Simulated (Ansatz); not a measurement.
# A thicker film of SiC (10-10) from two thinner ones

In a field along its normal an insulating film takes a dipole p. Written as a length, p/(ε₀AE), it should grow by 1 − 1/ε for each ångström added.

Set-up. Ansatz 0.2.0, plane waves with PAW datasets (its set soft_2), PBE; wurtzite films relaxed at a bulk in-plane lattice constant near the measured one, then held in weak fields of both signs with a dipole correction (A is the cell's area, E the outer field).

| run | distance between the outer atoms (Å) | p/(ε₀AE) (Å) |
| --- | --- | --- |
| 3 units | 6.095 | 7.826 |
| 4 units | 8.776 | 10.121 |
| 6 units | 14.141 | ? |

Q: Estimate the withheld value from the rows shown.

Two rows fix a line: slope = (10.121 − 7.826) / (8.776 − 6.095) = 0.8560, intercept 2.6087. That slope means ε = 1/(1 − 0.8560) = 6.94. At 14.141 it gives 0.8560 × 14.141 + 2.6087 = 14.713 Å, beyond the rows fitted. Rounding of the rows alone allows about ±0.005 Å there; two rows can't show whether the line holds.

The run itself gives 14.697 Å: a miss of −0.016 Å, or 0.1 % of the value. The length is met to within 1 %, though ε is more sensitive than the length: the two thickest films give ε = 6.80.

Caveats: This is the electronic response alone. A unit is one step of the cut along the normal (a plane, a pair of planes or a cell), and the layers relax along it, away from their bulk spacing where the functional's lattice constant differs from the one held.
